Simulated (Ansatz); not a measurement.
# What ScAlSe3 (model cell, started as cubic perovskite with Al in the octahedra) distorts into, part 2 of 2

Wanted: the energy along a soft mode of ScAlSe3 (model cell, started as cubic perovskite with Al in the octahedra) and the structure at the end.

Ansatz 0.2.0; DFT PBE, scalar-relativistic, plane waves, PAW; PAW set soft_1.

So far. Step 4 (The mode frozen in, largest atomic shift 0.6 Å): The run ends at a pressure of 2.63 GPa, with forces up to 1.2 eV/Å. Step 5 (Energy along the mode, all amplitudes (two of the runs …): The lowest of the steps tried is the last one, at 0.6 Å, 155 meV/atom below the parent; the bottom of the well need not coincide with a step.

The structure was built from a prototype and need not be the compound's stable phase.

### 6. Relaxation from the frozen mode (continued)

ELF in the bc plane of the conventional cell at fractional x = 0.000, with atoms of Sc and Al and Se within 0.2 Å of it. It is the smooth field of the valence electrons, not physical close to the nuclei.

Values, 11 rows by 16 columns, each cell a mean:
```
0.01 0.01 0.00 0.01 0.01 0.01 0.01 0.01 0.03 0.05 0.03 0.05 0.08 0.02 0.05 0.04
0.04 0.01 0.05 0.25 0.30 0.10 0.01 0.03 0.08 0.11 0.10 0.53 0.61 0.17 0.10 0.09
0.07 0.05 0.35 0.74 0.78 0.49 0.09 0.06 0.13 0.14 0.21 0.49 0.37 0.35 0.12 0.14
0.22 0.26 0.64 0.72 0.68 0.70 0.34 0.20 0.28 0.22 0.11 0.42 0.49 0.15 0.17 0.28
0.16 0.55 0.73 0.41 0.28 0.71 0.64 0.23 0.18 0.37 0.42 0.51 0.52 0.44 0.40 0.23
0.15 0.50 0.70 0.70 0.69 0.71 0.61 0.14 0.16 0.54 0.73 0.65 0.59 0.73 0.65 0.16
0.25 0.34 0.30 0.37 0.40 0.30 0.32 0.28 0.22 0.50 0.72 0.43 0.30 0.71 0.58 0.26
0.23 0.18 0.13 0.51 0.53 0.22 0.15 0.23 0.17 0.19 0.59 0.78 0.78 0.69 0.26 0.15
0.11 0.13 0.21 0.50 0.41 0.34 0.11 0.13 0.06 0.04 0.27 0.66 0.71 0.39 0.05 0.05
0.06 0.10 0.07 0.41 0.52 0.11 0.09 0.08 0.03 0.01 0.03 0.14 0.16 0.05 0.01 0.02
0.02 0.03 0.02 0.02 0.03 0.02 0.04 0.02 0.01 0.01 0.01 0.00 0.00 0.01 0.01 0.01
```
Columns run along b (10.0 Å), rows up along c (7.4 Å), edges of the conventional cell, whose origin can differ from the input's. Atoms in or near the plane, at fractional coordinates: Sc at (0.75, 0.76), Sc at (0.25, 0.24), Al at (0.00, 0.50), Al at (0.50, 0.50), Se at (0.25, 0.59), Se at (0.75, 0.41).

The distorted start has space group Imma; the relaxation ends in Imma.

### 7. The new phase in its own primitive cell

The relaxed structure is symmetrised, reduced to its primitive cell and relaxed tightly, as its phonons need.

Input file input.yaml:

```yaml
crystal:
  lattice:
    - [-3.5906242055, 4.9950631144, 3.6768583835]
    - [3.5906242055, -4.9950631144, 3.6768583835]
    - [3.5906242055, 4.9950631144, -3.6768583835]
  atoms:
    - { symbol: Sc, position: [0.5118977624, 0.7618977624, 0.75] }
    - { symbol: Sc, position: [0.4881022376, 0.2381022376, 0.25] }
    - { symbol: Al, position: [0.5, 0.5, 0.0] }
    - { symbol: Al, position: [0.0, 0.5, 0.5] }
    - { symbol: Se, position: [0.3026037475, 0.0, 0.8026037475] }
    - { symbol: Se, position: [0.6973962525, 0.0, 0.1973962525] }
    - { symbol: Se, position: [0.6973962525, 0.5, 0.6973962525] }
    - { symbol: Se, position: [0.3026037475, 0.5, 0.3026037475] }
    - { symbol: Se, position: [0.8412565412, 0.5912565412, 0.25] }
    - { symbol: Se, position: [0.1587434588, 0.4087434588, 0.75] }
kpoints:
  mp_grid: { grid: [8, 8, 8] }
hamiltonian:
  xc: pbe
  pseudopotentials: { kind: paw, azcp: { folder: soft_1 } }
scf:
  occupations: { method: methfessel_paxton, width: 0.2 }
output:
  forces: true
  stress: true
  eigenvalues: true
relax:
  adjacent_minimum: "off"
  f_tol: 0.001
  max_steps: 60
  cell: { stress_tol: 0.01 }
```

Launch:

```sh
$ ansatz run input.yaml --threads 4 --pin off --max-ram 16384MiB --backend cpu --events-out ev --progress --plain --runs-dir out
```

It took 86 s on 4 threads of Arm Neoverse V2, shared host; peak memory 1.7 GiB; 5.7 min of CPU time.

Little changed from the start: no atom moved by 0.005 Å and no cell edge by 0.1 %.

This step gave:

```yaml
pressure: 4.34e-4 GPa
volume_per_atom: 26.39 Å³
```

The largest force component left is 0.44 meV/Å and the pressure is 0.000 GPa, within the tolerances set. The cell now holds 26.39 Å³/atom.

### 8. Modes of the new phase

A relaxed structure may still be a saddle point, so its zone-centre modes are computed. No field response is asked, since the mesh shows no gap.

Input file input.yaml:

```yaml
crystal:
  lattice:
    - [-3.5907425524, 4.9953104871, 3.6782049236]
    - [3.5907425524, -4.9953104871, 3.6782049236]
    - [3.5907425524, 4.9953104871, -3.6782049236]
  atoms:
    - { symbol: Sc, position: [0.5118449016, 0.7618449016, 0.75] }
    - { symbol: Sc, position: [0.4881550984, 0.2381550984, 0.25] }
    - { symbol: Al, position: [0.5, 0.5, 0.0] }
    - { symbol: Al, position: [0.0, 0.5, 0.5] }
    - { symbol: Se, position: [0.3026095398, 0.0, 0.8026095398] }
    - { symbol: Se, position: [0.6973904602, 0.0, 0.1973904602] }
    - { symbol: Se, position: [0.6973904602, 0.5, 0.6973904602] }
    - { symbol: Se, position: [0.3026095398, 0.5, 0.3026095398] }
    - { symbol: Se, position: [0.8411524924, 0.5911524924, 0.25] }
    - { symbol: Se, position: [0.1588475076, 0.4088475076, 0.75] }
kpoints:
  mp_grid: { grid: [8, 8, 8] }
hamiltonian:
  xc: pbe
  pseudopotentials: { kind: paw, azcp: { folder: soft_1 } }
scf:
  occupations: { method: methfessel_paxton, width: 0.2 }
output:
  eigenvalues: true
phonons:
  method: dfpt
```

It took 19 min on 4 threads; peak memory 11 GiB.

The run was cut off at the time limit after its SCF cycle had converged; no result of it is taken.

The program's message: “Warning:”

### 9. The phases reached

The phases reached along the modes that were followed are set side by side.

Energies are those of the first relaxation, on the mesh of the frozen mode; space group, volume and gap are those of the last relaxation. Phases, by row:

```
                   mode frozen in  space group  energy from parent (meV/atom)  volume (Å³/atom)  gap on mesh (eV)  lowest zone-centre optical mode (cm⁻¹)  largest shift (Å)
                           parent        Pm-3m                              0             22.98                 0                                       –                  –
         q = (0, 0, 0), 187i cm⁻¹         P4mm                         -450.4             26.05                 0                                   -63.6              1.032
         q = (0, 0, 0), 187i cm⁻¹          R3m                         -289.4             26.61                 0                                   -79.9               1.15
         q = (0, 0, 0), 187i cm⁻¹         Amm2                         -669.4             31.12             1.448                                   -22.4              1.395
q = (-0.5, -0.5, -0.5), 183i cm⁻¹       I4/mmm                         -274.6             25.61                 0                                  -130.1              1.031
q = (-0.5, -0.5, -0.5), 183i cm⁻¹         R-3m                         -289.8             26.59             0.056                                  -147.9              1.404
q = (-0.5, -0.5, -0.5), 183i cm⁻¹         Imma                         -500.9             26.39                 0                                       –              1.751
```

### 10. Outcome

```json
{
  "unstable mode of the parent": "q = (-0.5, -0.5, -0.5), 183i cm⁻¹",
  "depth at the lowest point sampled": "155 meV/atom",
  "largest atomic shift at that point": "0.6 Å",
  "space group reached (within 0.01 Å)": "Imma",
  "energy gained over the parent (first relaxation, on the mesh of the frozen mode)": "501 meV/atom",
  "volume per atom, phase reached": "26.4 Å³"
}
```

In words: Along this mode the structure falls into Imma, 501 meV/atom below the parent. At the parent's cell the well is 155.3 meV/atom deep on the steps tried, with its lowest point at a shift of 0.6 Å. That is the last step tried, so the steps alone don't bracket the bottom of the well. Relaxing atoms and cell changes the gain by +345.59 meV/atom against the lowest step (energies at zero smearing). Most of the total comes from this relaxation. The modes of the phase reached were not computed on this path. Of the 6 patterns followed to their end from this parent, this one ends 169 meV/atom above the lowest, Amm2. Each path keeps the symmetry of its pattern, so a lower phase may lie along a pattern not tried. With no gap, or one that is small against the smearing, the frequencies hang on the k mesh and the smearing, most of all near Kohn anomalies. The starting cell was built on a prototype and not taken from a measurement, so the phase need not exist.

[Logs are printed without paths, hosts, clocks, repeated set-up lines and the standing remarks that a program may print on its own settings, such as how far it seeks lower states.]

[Hosts, paths, dates, database ids (printed as entryN), source tags and the programs' standing remarks are cut or masked in the printed files.]
